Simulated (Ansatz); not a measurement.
# Decaying states in the gap of TaCu2AgTe4

A new crystal, TaCu2AgTe4: structure, gap and complex bands. It is built by putting Ag for part of the Cu in the TaCu3Te4 structure of space group P-43m, with the volume rescaled by atomic radii. The parent structure comes from the Materials Project.

Program: Ansatz 0.2.0. Level of theory: r2SCAN DFT, plane waves, PAW files, in the first sound run; inputs show where later runs differ. Results are calculated unless marked as measured.

The structure was built from a prototype and need not be the compound's stable phase.

## 1. Set-up

Symmetry: P-42m, No. 111, tetragonal system. The conventional cell has a = 6.001 Å, b = 6.001 Å, c = 6.001 Å, α = 90.00°, β = 90.00°, γ = 90.00°. Ta has 4 Te at 2.67 Å nearest. Cu has 4 Te at 2.62 Å nearest. Nearest to Ag lie 4 Te at 2.62 Å. Te has 2 Cu at 2.62 Å and 1 Ag at 2.62 Å and 1 Ta at 2.67 Å nearest. It derives from TaCu3Te4. Ag for part of the Cu in the TaCu3Te4 structure of space group P-43m. Farther neighbours and most contacts between anions are not listed.

Structure file:

```cif
data_structure
_symmetry_space_group_name_H-M 'P-42m'
_symmetry_Int_Tables_number 111
_cell_length_a 6.0009
_cell_length_b 6.0009
_cell_length_c 6.0009
_cell_angle_alpha 90.000
_cell_angle_beta 90.000
_cell_angle_gamma 90.000
_cell_volume 216.10
loop_
_atom_site_label
_atom_site_type_symbol
_atom_site_symmetry_multiplicity
_atom_site_Wyckoff_symbol
_atom_site_fract_x
_atom_site_fract_y
_atom_site_fract_z
_atom_site_occupancy
Ta1 Ta 1 a 0.00000 0.00000 0.00000 1
Cu1 Cu 2 e 0.00000 0.50000 0.00000 1
Ag1 Ag 1 c 0.00000 0.00000 0.50000 1
Te1 Te 4 n 0.25648 0.74352 0.25648 1
```

## 2. Relaxing the new crystal

The substituted atoms don't fit the parent's cell, so cell and atoms relax together. A small smearing keeps the run stable in case the gap closes on the way.

input.yaml

```yaml
crystal:
  lattice:
    - [6.0008831819, 0.0, 0.0]
    - [0.0, 6.0008831819, 0.0]
    - [0.0, 0.0, 6.0008831819]
  atoms:
    - { symbol: Ta, position: [0.0, 0.0, 0.0] }
    - { symbol: Cu, position: [0.0, 0.5, 0.0] }
    - { symbol: Ag, position: [0.5, 0.0, 0.0] }
    - { symbol: Cu, position: [0.0, 0.0, 0.5] }
    - { symbol: Te, position: [0.25647736, 0.74352264, 0.74352264] }
    - { symbol: Te, position: [0.25647736, 0.25647736, 0.25647736] }
    - { symbol: Te, position: [0.74352264, 0.25647736, 0.74352264] }
    - { symbol: Te, position: [0.74352264, 0.74352264, 0.25647736] }
kpoints:
  mp_grid: { grid: [4, 4, 4] }
scf:
  occupations: { method: gaussian, width: 0.03 }
hamiltonian:
  xc: r2scan
output:
  forces: true
  stress: true
relax:
  f_tol: 0.02
  max_steps: 60
  cell: {}
```

Launch:

```sh
$ ansatz run input.yaml --threads 2 --pin off --max-ram 4096MiB --backend cpu --events-out ev --progress --plain --runs-dir out
```

Numbers of over 12 decimals in the logs are rounded to 6 here.

The program printed:

```text
Engine: ansatz 0.2.0, x86_64-unknown-linux-gnu
Pseudopotentials: kind: paw
Pseudopotential: Ta, paw, valence charge 13, recommended cutoff 500 eV (meta_gga), Ta.paw.azcp
Pseudopotential: Cu, paw, valence charge 19, recommended cutoff 500 eV (meta_gga), Cu.paw.azcp
Pseudopotential: Ag, paw, valence charge 19, recommended cutoff 500 eV (meta_gga), Ag.paw.azcp
Pseudopotential: Te, paw, valence charge 16, recommended cutoff 500 eV (meta_gga), Te.paw.azcp
Functional definition: r2SCAN
  parameter k0 = 0.174
  parameter k1 = 0.065
  parameter a1 = 4.9479
  exchange = r2scan_x(k0 = k0, k1 = k1, a1 = a1)
  correlation = r2scan_c
Crystal: 8 atoms, lattice volume = 216.095 Å³
Basis set: ecut = 500 eV, 5449 PW (Γ), exchange–correlation on 180×180×180 points (64 copies of the dense FFT grid, shifted against one another)
Bands: 81, of which v1, the nominal top of the filled ones, is band 67 counted from 1 (66 counted from 0)
Symmetry: 8 space group operations
Space group: P-42m (ITA 111), of the structure as read, at distance tolerance 6.0e-5 Å
k-points: 18 of 64 (time reversal used)
Non-local potential: Ta, projectors of the file, l = 0: 3, l = 1: 2, l = 2: 2, l = 3: 1
Non-local potential: Cu, projectors of the file, l = 0: 3, l = 1: 2, l = 2: 3, l = 3: 1
Non-local potential: Ag, projectors of the file, l = 0: 3, l = 1: 2, l = 2: 2, l = 3: 1
Non-local potential: Te, projectors of the file, l = 0: 2, l = 1: 2, l = 2: 2, l = 3: 2
PAW form: soft (Blöchl's): semilocal exchange-correlation on the pseudo side does not see the compensation charge
PAW frozen core: Ta, regenerated for the run's functional (the file was generated under x = pbe(κ = 0.804, μ = 0.219515), c = pbe(β = 0.066725))
PAW frozen core: Cu, regenerated for the run's functional (the file was generated under x = pbe(κ = 0.804, μ = 0.219515), c = pbe(β = 0.066725))
PAW frozen core: Ag, regenerated for the run's functional (the file was generated under x = pbe(κ = 0.804, μ = 0.219515), c = pbe(β = 0.066725))
PAW frozen core: Te, regenerated for the run's functional (the file was generated under x = pbe(κ = 0.804, μ = 0.219515), c = pbe(β = 0.066725))
PAW one-centre angular grid: Ta, 590 points (default); XC on 160 Gauss nodes
PAW one-centre angular grid: Cu, 590 points (default); XC on 160 Gauss nodes
PAW one-centre angular grid: Ag, 590 points (default); XC on 160 Gauss nodes
PAW one-centre angular grid: Te, 590 points (default); XC on 160 Gauss nodes
Initial density: superposition of atomic densities (neutral atoms: chi_scale 0, normalization atom), corrected by the library's trained network
Initial wavefunctions: pseudopotential atomic-orbital guess
Functional: x = r2scan, c = r2scan; τ floored in thin density (d = 2e-4 eV/Å³)
SCF iter   1: F=—  HF=-58792.180500 eV  |F-HF|=—  |Δ(HF+E_count)|=         —  Δρ=1.88e-2  dr2=5.58e-1  dr2_τ=2.88e-2  ethr=1.77e-3  ⟨swp⟩=6.1  Hψ=5547  notcnv=0  defer=4
preconditioner: auto → Resta (q_TF=auto, 2.519 Å⁻¹)  ε∞=6.1  [insulator: Δε(μ)=1.372 eV  Ē_g=8.788 eV  σ=0.030 eV  W_gap=1.00  n_scr=56 (ndim 8)  ℏωp=19.9 eV  f_vac=0.127  D(μ)=0.00/eV (n_scr^D=0)  ε∞_Penn≈6.1]
SCF iter   2: F=—  HF=-58792.242298 eV  |F-HF|=—  |Δ(HF+E_count)|=   6.18e-2  Δρ=1.72e-2  dr2=4.37e-1  dr2_τ=1.28e-2  ethr=4.16e-4  ⟨swp⟩=2.9  Hψ=3030  notcnv=0  defer=157
SCF iter   3: F=—  HF=-58792.150170 eV  |F-HF|=—  |Δ(HF+E_count)|=   9.21e-2  Δρ=3.82e-3  dr2=2.34e-2  dr2_τ=5.00e-4  ethr=3.26e-4  ⟨swp⟩=2.1  Hψ=1759  notcnv=0  defer=103
automatic band count: iteration 3 solves 78 bands in place of 81: the levels show a gap, and the empty bands left out lie too high to hold charge; the band table lists the bands solved (type scf.n_extra_bands for more)
SCF iter   4: F=—  HF=-58792.149002 eV  |F-HF|=—  |Δ(HF+E_count)|=   1.17e-3  Δρ=8.43e-4  dr2=1.35e-3  dr2_τ=6.55e-5  ethr=1.75e-5  ⟨swp⟩=2.0  Hψ=2011  notcnv=0  defer=103
SCF iter   5: F=—  HF=-58792.149319 eV  |F-HF|=—  |Δ(HF+E_count)|=   3.17e-4  Δρ=6.14e-4  dr2=6.93e-4  dr2_τ=9.60e-6  ethr=1.01e-6  ⟨swp⟩=2.0  Hψ=1725  notcnv=0  defer=103
SCF iter   6: F=—  HF=-58792.149489 eV  |F-HF|=—  |Δ(HF+E_count)|=   1.70e-4  Δρ=2.31e-4  dr2=8.37e-5  dr2_τ=3.59e-6  ethr=5.17e-7  ⟨swp⟩=2.0  Hψ=1844  notcnv=0  defer=103
SCF iter   7: F=—  HF=-58792.149442 eV  |F-HF|=—  |Δ(HF+E_count)|=   4.69e-5  Δρ=1.12e-4  dr2=2.78e-5  dr2_τ=5.11e-7  ethr=6.25e-8  ⟨swp⟩=2.0  Hψ=1714  notcnv=0  defer=103
SCF iter   8: F=—  HF=-58792.149444 eV  |F-HF|=—  |Δ(HF+E_count)|=   1.70e-6  Δρ=3.25e-5  dr2=4.64e-6  dr2_τ=2.49e-7  ethr=2.08e-8  ⟨swp⟩=2.0  Hψ=1679  notcnv=0  defer=103
SCF iter   9: F=—  HF=-58792.149443 eV  |F-HF|=—  |Δ(HF+E_count)|=   4.86e-7  Δρ=1.24e-5  dr2=2.61e-7  dr2_τ=2.74e-9  ethr=3.46e-9  ⟨swp⟩=2.0  Hψ=1739  notcnv=0  defer=103
SCF iter  10: F=-58792.149443 eV  HF=-58792.149443 eV  |F-HF|=5.26e-9  |Δ(HF+E_count)|=   1.27e-7  Δρ=1.93e-6  dr2=1.02e-8  dr2_τ=2.22e-10  ethr=7.46e-11  ⟨swp⟩=5.0  Hψ=4650  notcnv=0
SCF 1 converged in 10 iterations: F = -58792.149443 eV  dr2 = 1.02e-8
  greatest PAW one-centre occupation: 1.000 electrons in one spin orbital (limit 2), on the Ag atom at site 2 (counted from 0), in its partial waves of l = 1
relax step   1: F+E_penalty+E_count = -58792.14944349 eV  Δ(F+E_penalty+E_count) = +0.000e0 eV  max|allowed force component| = 8.852e-1 eV/Å  Δτ_max = 0.0000 Å  P = +2.362 GPa  Ω = 216.095 Å³  (10 SCF iters, dr2 threshold 1.00e-7 eV, accepted)
Crystal: 8 atoms, lattice volume = 229.150 Å³
Basis set: ecut = 500 eV, 5823 PW (Γ), exchange–correlation on 180×180×180 points (64 copies of the dense FFT grid, shifted against one another)
Initial density: handed on by an earlier stage of this run
Initial wavefunctions: those handed on with the density
iter 1 solved again at ethr=3.06e-4 eV; its pass at ethr=3.10e-3 eV (dr2=4.10e-1 eV) is discarded
SCF iter   1: F=—  HF=-58790.522729 eV  |F-HF|=—  |Δ(HF+E_count)|=         —  Δρ=1.12e-2  dr2=4.09e-1  dr2_τ=1.54e0  ethr=3.06e-4  ⟨swp⟩=2.1  Hψ=6624  notcnv=0
automatic band count: iteration 1 solves 78 bands in place of 81: the levels show a gap, and the empty bands left out lie too high to hold charge; the band table lists the bands solved (type scf.n_extra_bands for more)
preconditioner: auto → Resta (q_TF=auto, 2.495 Å⁻¹)  ε∞=7.2  [insulator: Δε(μ)=1.045 eV  Ē_g=7.783 eV  σ=0.030 eV  W_gap=1.00  n_scr=64 (ndim 8)  ℏωp=19.3 eV  f_vac=0.165  D(μ)=0.00/eV (n_scr^D=0)  ε∞_Penn≈7.2]
SCF iter   2: F=—  HF=-58792.445993 eV  |F-HF|=—  |Δ(HF+E_count)|=    1.92e0  Δρ=8.29e-3  dr2=1.35e-1  dr2_τ=8.34e-3  ethr=3.05e-4  ⟨swp⟩=3.7  Hψ=2846  notcnv=0
[...]
SCF iter   4: F=—  HF=-58792.523551 eV  |F-HF|=—  |Δ(HF+E_count)|=   5.02e-4  Δρ=7.77e-4  dr2=1.18e-3  dr2_τ=8.74e-5  ethr=4.76e-6  ⟨swp⟩=2.0  Hψ=1913  notcnv=0
SCF iter   5: F=—  HF=-58792.523654 eV  |F-HF|=—  |Δ(HF+E_count)|=   1.02e-4  Δρ=2.39e-4  dr2=1.47e-4  dr2_τ=2.29e-6  ethr=8.84e-7  ⟨swp⟩=2.0  Hψ=1904  notcnv=0
SCF iter   6: F=—  HF=-58792.523647 eV  |F-HF|=—  |Δ(HF+E_count)|=   6.84e-6  Δρ=8.06e-5  dr2=2.58e-5  dr2_τ=5.95e-7  ethr=1.09e-7  ⟨swp⟩=2.0  Hψ=1897  notcnv=0
SCF iter   7: F=—  HF=-58792.523654 eV  |F-HF|=—  |Δ(HF+E_count)|=   7.51e-6  Δρ=3.79e-5  dr2=3.87e-6  dr2_τ=5.90e-8  ethr=1.92e-8  ⟨swp⟩=2.0  Hψ=1967  notcnv=0
SCF iter   8: F=—  HF=-58792.523655 eV  |F-HF|=—  |Δ(HF+E_count)|=   9.00e-7  Δρ=2.29e-5  dr2=1.11e-6  dr2_τ=1.18e-8  ethr=2.89e-9  ⟨swp⟩=2.0  Hψ=1895  notcnv=0
SCF iter   9: F=-58792.523655 eV  HF=-58792.523655 eV  |F-HF|=1.30e-8  |Δ(HF+E_count)|=   8.43e-8  Δρ=6.43e-6  dr2=7.58e-8  dr2_τ=8.59e-10  ethr=5.97e-10  ⟨swp⟩=4.7  Hψ=4534  notcnv=0
SCF 3 converged in 9 iterations: F = -58792.523655 eV  dr2 = 7.58e-8
relax step   3: F+E_penalty+E_count = -58792.52365502 eV  Δ(F+E_penalty+E_count) = -9.073e-2 eV  max|allowed force component| = 1.682e-1 eV/Å  Δτ_max = 0.0664 Å  P = +0.189 GPa  Ω = 231.375 Å³  energy of the carried Pulay correction = -3.388e-3 eV  (9 SCF iters, dr2 threshold 8.00e-7 eV, accepted)
[...]
relax step   4: F+E_penalty+E_count = -58792.53378115 eV  Δ(F+E_penalty+E_count) = -1.013e-2 eV  max|allowed force component| = 2.499e-2 eV/Å  Δτ_max = 0.0267 Å  P = -0.084 GPa  Ω = 228.768 Å³  energy of the carried Pulay correction = -2.827e-3 eV  (8 SCF iters, dr2 threshold 8.00e-7 eV, accepted)
[...]
relax step   5: F+E_penalty+E_count = -58792.53396361 eV  Δ(F+E_penalty+E_count) = -1.825e-4 eV  max|allowed force component| = 6.613e-4 eV/Å  Δτ_max = 0.0019 Å  P = -0.002 GPa  Ω = 228.570 Å³  energy of the carried Pulay correction = -2.784e-3 eV  (6 SCF iters, dr2 threshold 3.90e-8 eV, accepted)
Basis set: ecut = 500 eV, 5779 PW (Γ), exchange–correlation on 192×180×180 points (64 copies of the dense FFT grid, shifted against one another)
Initial wavefunctions: pseudopotential atomic-orbital guess (no wavefunctions were taken with the density)
iter 1 solved again at ethr=4.62e-7 eV; its pass at ethr=3.10e-3 eV (dr2=6.19e-4 eV) is discarded
SCF iter   1: F=—  HF=-58792.536895 eV  |F-HF|=—  |Δ(HF+E_count)|=         —  Δρ=2.13e-4  dr2=6.94e-6  dr2_τ=3.11e-5  ethr=4.62e-7  ⟨swp⟩=3.3  Hψ=9369  notcnv=0
preconditioner: auto → Resta (q_TF=auto, 2.496 Å⁻¹)  ε∞=6.2  [insulator: Δε(μ)=1.286 eV  Ē_g=8.447 eV  σ=0.030 eV  W_gap=1.00  n_scr=64 (ndim 8)  ℏωp=19.3 eV  f_vac=0.163  D(μ)=0.00/eV (n_scr^D=0)  ε∞_Penn≈6.2]
SCF iter   2: F=—  HF=-58792.537645 eV  |F-HF|=—  |Δ(HF+E_count)|=   7.50e-4  Δρ=1.42e-4  dr2=1.51e-5  dr2_τ=9.64e-6  ethr=5.18e-9  ⟨swp⟩=2.0  Hψ=2664  notcnv=0
SCF iter   3: F=—  HF=-58792.537759 eV  |F-HF|=—  |Δ(HF+E_count)|=   1.14e-4  Δρ=9.08e-5  dr2=1.10e-5  dr2_τ=1.37e-6  ethr=5.18e-9  ⟨swp⟩=2.0  Hψ=2664  notcnv=0
SCF iter   4: F=—  HF=-58792.537771 eV  |F-HF|=—  |Δ(HF+E_count)|=   1.20e-5  Δρ=6.80e-6  dr2=6.41e-8  dr2_τ=6.31e-9  ethr=5.18e-9  ⟨swp⟩=2.0  Hψ=2610  notcnv=0
SCF iter   5: F=—  HF=-58792.537771 eV  |F-HF|=—  |Δ(HF+E_count)|=   4.90e-9  Δρ=5.90e-6  dr2=4.10e-8  dr2_τ=6.17e-9  ethr=4.79e-11  ⟨swp⟩=2.0  Hψ=2664  notcnv=0
SCF iter   6: F=—  HF=-58792.537771 eV  |F-HF|=—  |Δ(HF+E_count)|=   7.10e-8  Δρ=1.68e-6  dr2=5.39e-9  dr2_τ=1.39e-9  ethr=3.06e-11  ⟨swp⟩=2.0  Hψ=1944  notcnv=0
SCF iter   7: F=—  HF=-58792.537771 eV  |F-HF|=—  |Δ(HF+E_count)|=   1.14e-8  Δρ=4.00e-7  dr2=8.54e-10  dr2_τ=8.73e-11  ethr=4.03e-12  ⟨swp⟩=2.0  Hψ=2482  notcnv=0
SCF iter   8: F=—  HF=-58792.537771 eV  |F-HF|=—  |Δ(HF+E_count)|=  2.11e-10  Δρ=2.66e-7  dr2=1.49e-10  dr2_τ=4.86e-12  ethr=1.00e-12  ⟨swp⟩=2.0  Hψ=1630  notcnv=0
SCF iter   9: F=-58792.537771 eV  HF=-58792.537771 eV  |F-HF|=1.46e-11  |Δ(HF+E_count)|=  4.37e-11  Δρ=5.40e-8  dr2=9.16e-12  dr2_τ=1.03e-12  ethr=1.00e-12  ⟨swp⟩=4.9  Hψ=4717  notcnv=0
SCF 6 converged in 9 iterations: F = -58792.537771 eV  dr2 = 9.16e-12
relax step   6: F+E_penalty+E_count = -58792.53777097 eV  Δ(F+E_penalty+E_count) = -3.807e-3 eV  max|allowed force component| = 6.839e-4 eV/Å  Δτ_max = 0.0000 Å  P = +0.010 GPa  Ω = 228.570 Å³  stress off target by 2.04e-2 GPa  SCF on the basis re-selected at this cell (its energy is not comparable with the rows above)  (9 SCF iters)
basis re-selected at this cell: Δ(F+E_penalty+E_count) = -3.807e-3 eV, ΔP = +0.013 GPa vs the last step (what re-selecting the basis moved, of the pressure what is left beyond the Pulay correction that the steps carried, after the strain that the cell walked since its last selection, with what the two solves' SCF thresholds leave and, on support functions, any second-order correction that the steps lacked; it is no measure of the basis error at this ecutwfc). The dense FFT grid was sized anew with the basis: this SCF ran on 48×45×45 points, the steps before it on 45×45×45, so part of this shift can come from that change (see relax.cell in the input reference). [rest of the remark cut]
SCF converged after 9 iterations
Free energy (F): -58792.537771 eV
Harris-Foulkes:  -58792.537771 eV  (|F-HF|=1.46e-11)
Internal energy: -58792.537771 eV  (E = F + TS)
E sigma→0 (E₀):  -58792.537771 eV
Fermi energy:    9.171424 eV
--- Per-component energies (eV) ---
  E_band       = -2814.306200
  E_kinetic    = 2213.729819
  E_local      = -23001.084693  (includes V_loc(G=0)·N_el)
  E_nonlocal   = -342.790679
  E_hartree    = 11266.446756
  E_xc         = -1007.802726
  E_vxc        = -1176.386706  (∫ρ·V_xc dr)
  E_paw        = -34458.688569  (= ΣΔE_a)
  E_vpaw       = -3116.023377  (= ΣTr[D̂ρ^β])
  E_aug_tail   = 0.000293  (compensation charges beyond the density's cutoff)
  E_vtau       = 75.355682  (kinetic-family band-sum trace: ∫τ·v_τ [+ j·A + Jᵃ·Aᵃ] dr)
  E_ewald      = -13461.619587
  E_core_change = -0.728385  (= ΣΔE_core)
  E_smearing   = -0.000000  (= −TS)
  E_closure    = -0.000000  (closes the sum)
  Σ components = -58792.537771   (vs F -58792.537771, Δ=0.00e0)
--- Forces (eV/Å), atoms counted from 1 ---
  atom   1  Ta    -0.00000000    -0.00000000     0.00000000
  atom   2  Cu     0.00000000     0.00000000    -0.00000000
  atom   3  Ag    -0.00000000     0.00000000     0.00000000
  atom   4  Cu     0.00000000     0.00000000    -0.00000000
  atom   5  Te    -0.00017078     0.00068394     0.00068394
  atom   6  Te    -0.00017078    -0.00068394    -0.00068394
  atom   7  Te     0.00017078    -0.00068394     0.00068394
  atom   8  Te     0.00017078     0.00068394    -0.00068394
  max |Σ_I F_I| component: 4.68e-17 eV/Å
--- Stress (GPa, compression-positive) ---
        0.020396       0.000000       0.000000
        0.000000       0.005046       0.000000
       -0.000000       0.000000       0.005046
  P = ⅓ Tr σ = 0.0102 GPa (0.102 kbar)
--- Relaxed structure (5 steps of the walk, 5 accepted, 1 SCFs on fresh bases) ---
  F+E_penalty+E_count = -58792.53777097 eV   max|allowed force component| = 6.839e-4 eV/Å   (the final SCF, on the basis selected at the relaxed cell)
  cell:  # Å, volume = 228.5701 Å³
    - [6.360462, 0, 0]
    - [0, 5.994671, 0]
    - [0, 0, 5.994671]
  atoms:
    - { symbol: Ta, position: [4.3361704187371607e-19, -1.456682250044513e-19, -1.8180297849393032e-19] }
    - { symbol: Cu, position: [4.3361704187371607e-19, 0.5, -1.818029784939269e-19] }
    - { symbol: Ag, position: [0.5, -1.4566822500445194e-19, -1.8180297849392534e-19] }
    - { symbol: Cu, position: [4.3361704187371607e-19, -1.4566822500445132e-19, 0.5] }
    - { symbol: Te, position: [0.234149, 0.739714, 0.739714] }
    - { symbol: Te, position: [0.234149, 0.260286, 0.260286] }
    - { symbol: Te, position: [0.765851, 0.260286, 0.739714] }
    - { symbol: Te, position: [0.765851, 0.739714, 0.260286] }
```

The job ended after 1.7 min (2 threads of Intel Xeon Platinum 8375C at 2.90GHz (Ice Lake), shared host; peak memory 1.1 GiB; 3.4 min of CPU time).

The steps of the relaxation:

```csv
step,energy less that of the first step (eV),largest force component (eV/Å),pressure (GPa),volume (Å³)
1,0.0000,0.8852,2.36,216.10
2,-0.2835,0.3669,-0.66,229.15
3,-0.3742,0.1682,0.19,231.37
4,-0.3843,0.0250,-0.08,228.77
5,-0.3845,0.0007,0.00,228.57
6*,-0.3883,0.0007,0.01,228.57
```

Relaxation steps marked * repeat the geometry before them on a plane-wave basis chosen anew for their cell, so energy and pressure can jump there.

Forces are held to the 8 operations that the run works with; a distortion that breaks them can't arise in this run.

```csv
"conventional cell, symmetrised",before,after,change
a (Å),6.001,5.995,-0.1 %
b (Å),6.001,5.995,-0.1 %
c (Å),6.001,6.360,+6.0 %
volume (Å³/atom),27.01,28.57,+5.8 %
```

The atoms that moved most (Å, as changes of fractional coordinates times the final cell):

```csv
atom,dx,dy,dz,length
Te8,0.142,-0.023,0.023,0.146
Te6,-0.142,0.023,0.023,0.146
Te7,0.142,0.023,-0.023,0.146
Te5,-0.142,-0.023,-0.023,0.146
```

Final coordinates:

```cif
data_structure
_symmetry_space_group_name_H-M 'P 1'
_symmetry_Int_Tables_number 1
_cell_length_a 6.3605
_cell_length_b 5.9947
_cell_length_c 5.9947
_cell_angle_alpha 90.000
_cell_angle_beta 90.000
_cell_angle_gamma 90.000
_cell_volume 228.57
loop_
_atom_site_label
_atom_site_type_symbol
_atom_site_fract_x
_atom_site_fract_y
_atom_site_fract_z
_atom_site_occupancy
Ta1 Ta 0.00000 0.00000 0.00000 1
Cu2 Cu 0.00000 0.50000 0.00000 1
Ag3 Ag 0.50000 0.00000 0.00000 1
Cu4 Cu 0.00000 0.00000 0.50000 1
Te5 Te 0.23415 0.73971 0.73971 1
Te6 Te 0.23415 0.26029 0.26029 1
Te7 Te 0.76585 0.26029 0.73971 1
Te8 Te 0.76585 0.73971 0.26029 1
```

This step gave:

- free energy: -58792.5378 eV
- Fermi energy: 9.171 eV
- pressure: 0.01016 GPa

The largest force component on a free atom ends at 6.8e-4 eV/Å.

(Part 1 of 3 ends here.)

[Logs are printed without paths, hosts, clocks, repeated set-up lines and the standing remarks that a program may print on its own settings, such as how far it seeks lower states.]

[Hosts, paths, dates, database ids (printed as entryN), source tags and the programs' standing remarks are cut or masked in the printed files.]

[New means built here by substitution; the compound itself may be known and measured.]
